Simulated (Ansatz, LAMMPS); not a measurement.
**Relaxing glassy 89SiO2-11BaO (mol %) (165 atoms)**

Wanted: the relaxed structure of glassy 89SiO2-11BaO (mol %) (165 atoms) and its electronic structure.

Method: Kohn-Sham DFT, RPBE, PAW (set soft_2), plane waves, in Ansatz 0.2.0.

### Step 1. Starting point

The cell holds 165 atoms: 51 Si, 6 Ba and 108 O. Its edges and angles: a = 13.552 Å, b = 13.552 Å, c = 13.552 Å, α = 90.0°, β = 90.0°, γ = 90.0°. 165 atoms (51 Si, 6 Ba, 108 O) placed at random at 2.62 g/cm³, melted at 4000 K for 10 ps at fixed volume with the Morse and Coulomb pair potential with partial charges (Pedone, Malavasi, Menziani, Cormack and Segre, J. Phys. Chem. B 110, 11780 (2006)). Quenched from 4000 K to 300 K at 25 K/ps and fixed volume, held 10 ps at zero pressure.

Limits known from the start: The quench rate of 25 K/ps is orders of magnitude faster than experiment, which tends to freeze in extra defects. The starting topology of bonds comes from the classical model. Sampling is at Γ alone, for a cell whose shortest periodic width is 14 Å. Spin–orbit coupling is left out, which matters for the levels of the heavy elements.

### Step 2. Single point at the start

The forces at the start show how far the geometry lies from a minimum of this functional.

Input file input.yaml:

```yaml
crystal:
  lattice:
    - [13.55241, 0.0, 0.0]
    - [0.0, 13.55241, 0.0]
    - [0.0, 0.0, 13.55241]
  atoms:
    - { symbol: Si, position: [0.58317, 0.03785, 0.47923] }
    - { symbol: Si, position: [0.2614, 0.54537, 0.11682] }
    - { symbol: Si, position: [0.71823, 0.63057, 0.93656] }
    - { symbol: Si, position: [0.47697, 0.8847, 0.71757] }
    [... 155 atom lines left out ...]
    - { symbol: O, position: [0.15778, 0.95368, 0.68701] }
    - { symbol: O, position: [0.66583, 0.97862, 0.5377] }
    - { symbol: O, position: [0.10363, 0.2897, 0.12943] }
    - { symbol: O, position: [0.9728, 0.42366, 0.15723] }
    - { symbol: O, position: [0.03492, 0.84082, 0.59418] }
    - { symbol: O, position: [0.47613, 0.61743, 0.24826] }
kpoints:
  mp_grid: { grid: [1, 1, 1] }
hamiltonian:
  xc: rpbe
scf:
  occupations: { method: fixed }
output:
  forces: true
  stress: true
  populations: true
  dos:
    method: { smearing: { sigma: 0.15 } }
    de: 0.1
    projected: { site_lists: { Ba: [Ba], O: [O], Si: [Si] } }
  eigenvalues: true
```

On the command line:

```console
ansatz run input.yaml --threads 4 --pin off --max-ram 8192MiB --backend cpu --events-out ev --progress --plain --runs-dir out
```

Run time: 94 s. Hardware: 4 threads of Arm Neoverse V1, shared host; peak memory 3.9 GiB.

Numbers from this run:

```
free energy                                      : -129986.6304 eV
free energy per atom                             : -787.7978 eV/atom
SCF cycles                                       : 10
pressure                                         : 7.649 GPa
r.m.s. force component                           : 1.436 eV/Å
longest force                                    : 6.378 eV/Å
Fermi energy                                     : 3.898 eV
gap (highest filled to lowest empty level) : 3.17 eV
spilling of the projection                       : 0.01364
```

The r.m.s. force component of 1.4 eV/Å and the pressure of 7.6 GPa set the starting point.

Length of the force by element:

```tsv
element	coordination	atoms	mean length of the force (eV/Å)	spread	least	most
Ba	all	6	0.945	0.278	0.521	1.34
O	all	108	2.01	1.16	0.241	6.36
Si	all	51	2.63	1.25	0.351	6.38
```

### Step 3. Relaxation

The atoms are relaxed in the fixed cell, aiming at the force tolerance of the input.

input.yaml, the sections that differ from step 2:

```yaml
output:
  forces: true
relax:
  f_tol: 0.05
  max_steps: 119
# crystal, kpoints, hamiltonian, scf: as in step 2
```

Run time: 12 min. Hardware: 4 threads; peak memory 3.5 GiB.

Step by step:

```tsv
step	energy less that of the first step (eV)	largest force component (eV/Å)
1	0.0000	6.3426
2	-6.5818	4.0810
3	-11.6407	0.8761
4	-12.6412	0.8616
5	-13.1486	0.5624
6	-13.5274	0.3090
7	-13.7279	0.4715
8	-13.9849	0.3130
9	-14.1147	0.3094
10	-14.1867	0.2276
11	-14.2274	0.1734
12	-14.2432	0.1836
13	-14.2721	0.0883
14	-14.2135	0.3144
15	-14.2849	0.0825
16	-14.2874	0.1121
17	-14.2954	0.0994
18	-14.2973	0.0824
19	-14.2959	0.0852
20	-14.3012	0.0255
```

Relaxation steps 14, 19 were tried and not accepted.

The atoms that moved most (Å):

```tsv
atom	dx	dy	dz	length
O153	-0.057	-0.656	0.365	0.753
O133	-0.235	-0.235	0.507	0.606
O139	0.130	0.289	0.489	0.583
O102	0.433	-0.173	-0.282	0.545
O99	0.135	0.293	0.435	0.541
O132	-0.122	0.362	-0.384	0.541
O155	-0.059	-0.406	0.332	0.528
Ba52	0.470	0.112	-0.172	0.513
```

The relaxation changed the energy by -86.7 meV/atom, and atoms moved by 0.25 Å r.m.s., 0.75 Å at most.

### Step 4. Structure statistics after relaxation

Bonds before and after, by the cutoffs listed below:

```tsv
pair	bonds before	bonds after	mean before (Å)	mean after (Å)	spread before (Å)	spread after (Å)
O-Si	204	204	1.613	1.638	0.045	0.023
O-Ba	36	35	2.963	2.854	0.222	0.254
```

Density 2.66 g/cm³, 15.09 Å³ an atom.

g(r), total and by pair (bins of 0.2 Å):

```tsv
r (Å)	total	O-O	O-Si	O-Ba	Si-Si	Si-Ba	Ba-Ba
1.50	0.26	0.00	0.65	0.00	0.00	0.00	0.00
1.70	5.27	0.00	13.08	0.00	0.00	0.00	0.00
1.90	0.00	0.00	0.00	0.00	0.00	0.00	0.00
2.10	0.00	0.00	0.00	0.00	0.00	0.00	0.00
2.30	0.00	0.00	0.00	0.00	0.00	0.00	0.00
2.50	0.34	0.59	0.00	1.72	0.00	0.00	0.00
2.70	2.90	6.57	0.00	1.89	0.00	0.00	0.00
2.90	0.33	0.37	0.00	0.92	1.40	0.00	0.00
3.10	0.83	0.42	0.13	1.76	5.39	0.00	0.00
3.30	0.59	0.60	0.51	0.71	0.87	0.30	0.00
3.50	0.81	0.45	1.35	0.75	0.00	1.58	0.00
3.70	0.99	0.79	1.34	1.11	0.05	2.11	0.00
3.90	1.05	0.62	1.58	1.02	0.10	3.41	7.24
4.10	1.42	0.92	2.21	0.91	0.77	0.77	0.00
4.30	1.12	0.74	1.58	0.92	0.90	1.40	3.08
4.50	0.81	0.80	0.68	1.06	1.20	0.81	5.35
4.70	1.04	1.28	0.83	0.35	1.22	1.01	0.00
4.90	1.10	1.50	0.57	1.21	1.56	0.95	0.00
5.10	1.24	1.73	0.69	1.47	1.44	0.49	0.00
5.30	1.07	1.27	0.75	1.52	1.25	1.04	4.03
5.50	0.85	0.74	0.87	0.96	1.33	0.43	0.00
5.70	0.88	0.72	1.06	0.76	0.93	0.79	0.00
5.90	1.02	0.87	1.20	0.92	0.88	1.20	0.00
6.10	0.97	0.79	1.27	0.82	0.59	0.96	0.00
6.30	1.04	0.96	1.21	1.20	0.61	0.97	1.35
6.50	0.97	0.80	1.18	0.87	0.85	1.30	1.29
6.70	0.89	0.88	0.92	0.78	0.80	1.23	1.20
```

Bonds by pair of elements; cutoffs follow the first minimum of g(r), held within bounds set by covalent radii, and pairs that aren't listed don't count as bonded:

```tsv
pair A-B	cutoff (Å)	bonds	mean length (Å)	spread (Å)	shortest (Å)	B about A	A about B
O-Si	2.08	204	1.64	0.023	1.58	1.89	4
O-Ba	3.29	35	2.85	0.254	2.44	0.324	5.83
```

How many atoms have how many bonded neighbours:

```tsv
element	mean	2	3	4	5	6	7
Ba	5.83	0	0	0	3	1	2
O	2.21	86	21	1	0	0	0
Si	4	0	0	51	0	0	0
```

Bond angles, per cent of each kind in bins of 5°:

```tsv
angle (°)	O-Si-O	Si-O-Si	O-Ba-O	Ba-O-Si	Ba-O-Ba
45–50	0.0	0.0	2.3	0.0	0.0
50–55	0.0	0.0	5.8	0.0	0.0
55–60	0.0	0.0	1.1	0.0	0.0
60–65	0.0	0.0	1.1	0.0	0.0
65–70	0.0	0.0	2.3	0.0	0.0
70–75	0.0	0.0	9.2	0.0	0.0
75–80	0.0	0.0	9.2	2.0	10.0
80–85	0.0	0.0	5.8	2.0	0.0
85–90	0.0	0.0	8.1	8.2	20.0
90–95	0.0	0.0	4.6	2.0	10.0
95–100	0.3	0.0	4.6	4.1	10.0
100–105	9.2	0.0	5.8	18.4	10.0
105–110	49.3	0.0	5.8	14.3	10.0
110–115	34.6	0.0	6.9	6.1	10.0
115–120	5.6	0.0	6.9	14.3	10.0
120–125	0.7	4.2	1.1	4.1	0.0
125–130	0.3	8.3	1.1	4.1	0.0
130–135	0.0	17.7	1.1	8.2	10.0
135–140	0.0	15.6	3.5	4.1	0.0
140–145	0.0	17.7	2.3	0.0	0.0
145–150	0.0	6.2	4.6	2.0	0.0
150–155	0.0	10.4	2.3	4.1	0.0
155–160	0.0	7.3	2.3	0.0	0.0
160–165	0.0	5.2	0.0	2.0	0.0
165–170	0.0	4.2	1.1	0.0	0.0
170–175	0.0	2.1	1.1	0.0	0.0
175–180	0.0	1.0	0.0	0.0	0.0
```

Bond angles (no mean is given where the spread exceeds 20°):

```tsv
angle	count	mean (°)	spread (°)
O-Si-O	306	109	3.7
Si-O-Si	96	143	12.6
O-Ba-O	87	-	-
Ba-O-Si	49	113	18.4
Ba-O-Ba	10	101	16.1
```

Oxygen atoms by the number of network formers (Si, P, Ge, B, Al, As, Ga) bound to them:

```tsv
network formers bound to O	O atoms	per cent
0	0	0
1	12	11.1
2	96	88.9
```

Network units: each former by its oxygen neighbours and how many of them bridge to another former:

```tsv
former	O neighbours	bridging O	atoms
Si	4	2	1
Si	4	3	10
Si	4	4	40
```

Bond length by coordination (bonds to H left out):

```tsv
element	coordination	atoms	mean bond length (Å)
Ba	5	3	2.78
Ba	6	1	2.93
Ba	7	2	2.9
O	2	86	1.65
O	3	21	2.23
O	4	1	2.42
```

Rings of the network by King's shortest-path rule, up to 12 atoms, one path for each pair of neighbours; H, halogens, alkali and alkaline-earth atoms are left out, and the last column divides by all other atoms, bonded or not:

```tsv
ring size (atoms)	rings	per network atom
8	7	0.044
10	18	0.113
12	24	0.151
```

Counting bonds as in the table, 50 % of Ba atoms have 5, 80 % of O atoms have 2 and all Si atoms have 4 bonded neighbours. The O-Si-O angle averages 109° with a spread of 4°. 89 % of the oxygens bridge two formers (Si) and 11 % are non-bridging. The commonest Si unit has 4 oxygens, 4 of them shared with other formers (40 of 51 atoms). Rings of 12 atoms are the most common (49 % of those counted); sizes run from 8 to 12, where the search stops.

### Step 5. Single point at the relaxed geometry

The electronic structure is read at the final geometry, in a run of its own.

Input file input.yaml:

```yaml
crystal:
  lattice:
    - [13.55241, 0.0, 0.0]
    - [0.0, 13.55241, 0.0]
    - [0.0, 0.0, 13.55241]
  atoms:
    - { symbol: Si, position: [0.5881, 0.04018, 0.49144] }
    - { symbol: Si, position: [0.26676, 0.52517, 0.10567] }
    - { symbol: Si, position: [0.7125, 0.63113, 0.94088] }
    - { symbol: Si, position: [0.47993, 0.88416, 0.71152] }
    [... 155 atom lines left out ...]
    - { symbol: O, position: [0.18342, 0.94745, 0.69954] }
    - { symbol: O, position: [0.67031, 0.97082, 0.54661] }
    - { symbol: O, position: [0.10943, 0.29565, 0.14573] }
    - { symbol: O, position: [0.97834, 0.43516, 0.1672] }
    - { symbol: O, position: [0.04358, 0.84316, 0.60269] }
    - { symbol: O, position: [0.47421, 0.62236, 0.24326] }
kpoints:
  mp_grid: { grid: [1, 1, 1] }
hamiltonian:
  xc: rpbe
scf:
  occupations: { method: fixed }
output:
  forces: true
  stress: true
  populations: true
  dos:
    method: { smearing: { sigma: 0.1 } }
    de: 0.1
    projected: { site_lists: { Ba: [Ba], O: [O], Si: [Si] } }
  eigenvalues: true
  write_density: true
  write_potential: true
  volumetric_format: npy
  elf: true
```

Run time: 1.8 min. Hardware: 4 threads; peak memory 3.9 GiB; 7.1 min of CPU time.

The program notes that the exchange-correlation potential is rough where the density is thin.

The run gave:

| Item | Value |
| --- | --- |
| free energy | -130000.9315 eV |
| free energy per atom | -787.8844 eV/atom |
| SCF cycles | 10 |
| pressure | 1.788 GPa |
| r.m.s. force component | 0.00509 eV/Å |
| longest force | 0.02937 eV/Å |
| Fermi energy | 3.414 eV |
| gap (highest filled to lowest empty level) | 4.052 eV |
| spilling of the projection | 0.01374 |

Löwdin charges by element and coordination (they lack the spilled electrons, 0.076 e an atom on average):

```tsv
element	coordination	atoms	mean charge (e)	spread	least	most
Ba	all	6	1.87	0.0133	1.85	1.88
Ba	5	3	1.87	0.0127	1.85	1.88
Ba	6	1	1.88	0	1.88	1.88
Ba	7	2	1.86	0.0026	1.85	1.86
O	all	108	-0.824	0.0644	-1.04	-0.777
O	2	86	-0.805	0.0368	-1.00	-0.777
O	3	21	-0.900	0.0917	-1.04	-0.808
O	4	1	-0.851	0	-0.851	-0.851
Si	all	51	1.77	0.0486	1.59	1.82
```

States in the cell by windows of 1 eV, zero at the Fermi level; the larger projections on atomic orbitals stand beside the total:

```tsv
from (eV)	to (eV)	total	O p	Si p	Ba p
-14	-12	0.0	0.0	0.0	0.0
-12	-11	9.4	0.3	0.1	9.0
-11	-10	36.7	7.8	0.4	24.9
-10	-9	27.0	18.0	1.4	0.2
-9	-8	28.5	19.7	2.6	0.1
-8	-7	36.8	27.0	5.7	0.1
-7	-6	75.7	58.6	14.8	0.1
-6	-5	17.5	13.7	3.0	0.0
-5	-4	83.1	69.4	7.6	0.1
-4	-3	130.3	117.9	5.9	0.2
-3	-2	133.2	125.2	3.2	0.3
-2	-1	70.4	67.4	1.0	0.2
-1	0	34.2	31.9	0.9	0.2
0	1	1.0	0.9	0.0	0.0
1	3	0.0	0.0	0.0	0.0
3	4	0.6	0.0	0.0	0.0
4	5	2.9	0.1	0.2	0.0
```

With fixed occupations the program's Fermi level is the highest filled level; weight inside the gap is the broadening of levels at its edges.

Between -26 and -14 eV lie 226 more states.

The levels nearest the highest filled one (over half full), pooled over k-points and spins:

```tsv
level less the highest filled one (eV)	occupation
-0.394	2
-0.374	2
-0.355	2
-0.175	2
-0.0888	2
0	2
4.05	0
4.98	0
5.15	0
5.19	0
5.33	0
5.36	0
```

Mean Löwdin charges: Ba +1.87, O -0.82, Si +1.77 e (they miss 1.4 % of the electrons, so they add up to more than the cell's charge).

### Step 6. Outcome

| Quantity | Value |
| --- | --- |
| energy change in the relaxation | -86.67 meV/atom |
| r.m.s. displacement | 0.252 Å |
| largest displacement | 0.753 Å |
| free energy per atom | -787.8844 eV/atom |
| pressure | 1.788 GPa |
| r.m.s. force component | 0.00509 eV/Å |
| gap (highest filled to lowest empty level) | 4.052 eV |
| wall time of the 3 DFT runs | 16 min |

In words: Relaxation lowers the energy by 86.7 meV/atom and moves atoms by 0.25 Å r.m.s.; the r.m.s. force component goes from 1.4 to 0.0051 eV/Å, the pressure goes from 7.6 to 1.8 GPa, and the gap from 3.17 to 4.05 eV. By the final cutoffs 5 of 240 bonded pairs parted and 4 joined. From the first step to the last the energy fell by 14.301 eV, and the largest move was 0.75 Å (O153). The O-Ba bonds change most in mean length: from 2.963 Å (spread 0.222) to 2.854 Å (spread 0.254), and their number from 36 to 35. Counting bonds as in the table, 50 % of Ba atoms have 5, 80 % of O atoms have 2 and all Si atoms have 4 bonded neighbours. 89 % of the oxygens bridge two formers (Si) and 11 % are non-bridging. The highest filled and lowest empty levels differ by 4.05 eV (at Γ alone); a semilocal functional tends to put such gaps too low. In a disordered cell it changes from sample to sample, and tail or defect levels can set it.

Caveats: The starting topology of bonds comes from the classical model; in DFT 5 of its 240 bonded pairs passed out of the cutoffs and 4 came within them. The pressure of 1.8 GPa means that a free cell would grow at this level.

[Logs are printed without paths, hosts, clocks, repeated set-up lines and the standing remarks that a program may print on its own settings, such as how far it seeks lower states.]

[Hosts, paths, dates, database ids (printed as entryN), source tags and the programs' standing remarks are cut or masked in the printed files.]
